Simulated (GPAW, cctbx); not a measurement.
## What do these deviations say about the bonding?

Cd3Cu, Fm-3m (no. 225), a = 6.6986 Å, b = 6.6986 Å, c = 6.6986 Å, α = 90.00°, β = 90.00°, γ = 90.00°.

| atom | mult. | x | y | z |
| --- | --- | --- | --- | --- |
| Cd1 | 4 | 1/2 | 0 | 0 |
| Cd2 | 8 | 1/4 | 1/4 | 3/4 |
| Cu1 | 4 | 0 | 0 | 0 |

The cell comes from substitution in a known structure type and wasn't matched to any measured phase.

Absolute values of the static structure factors of the conventional cell from DFT (PBE, GPAW) against free spherical atoms, in electrons:

| hkl | d (Å) | free atoms | crystal |
| --- | --- | --- | --- |
| 111 | 3.867 | 68.56 | 68.34 |
| 020 | 3.349 | 66.70 | 66.59 |
| 022 | 2.368 | 550.52 | 548.75 |
| 131 | 2.020 | 57.85 | 58.20 |
| 222 | 1.934 | 56.97 | 57.40 |
| 040 | 1.675 | 478.48 | 478.34 |
| 133 | 1.537 | 52.16 | 52.54 |
| 042 | 1.498 | 51.62 | 51.99 |
| 242 | 1.367 | 429.84 | 430.34 |
| 333 | 1.289 | 48.63 | 48.86 |

**Question.** Which way does charge move, and which reflections show it best?

Project each element's phase sum on the total phase. At low angle |F| should rise if density moves to atoms that scatter in phase and fall if it moves to atoms that scatter against it.

| hkl | Cd in phase | Cu in phase | change (e) | (%) |
| --- | --- | --- | --- | --- |
| 111 | +4.0 | -4.0 | -0.22 | -0.3 |
| 020 | +4.0 | -4.0 | -0.11 | -0.2 |
| 022 | +12.0 | +4.0 | -1.77 | -0.3 |
| 131 | +4.0 | -4.0 | +0.35 | +0.6 |
| 222 | +4.0 | -4.0 | +0.44 | +0.8 |
| 040 | +12.0 | +4.0 | -0.14 | 0.0 |
| 133 | +4.0 | -4.0 | +0.39 | +0.7 |
| 042 | +4.0 | -4.0 | +0.37 | +0.7 |

Low-angle reflections that set elements apart and change by more than 0.05 e: 111, 020, 131 and 222. The real-space density gives Voronoi charges Cd +0.05, Cu -0.14 e. The signs that these charges predict hold for 111 and 020 and fail for 131 and 222, so the simple rule can't give the direction here. The reflections see the density near the nuclei and the atoms' change of size and shape; Voronoi cells count what crosses the midplanes.
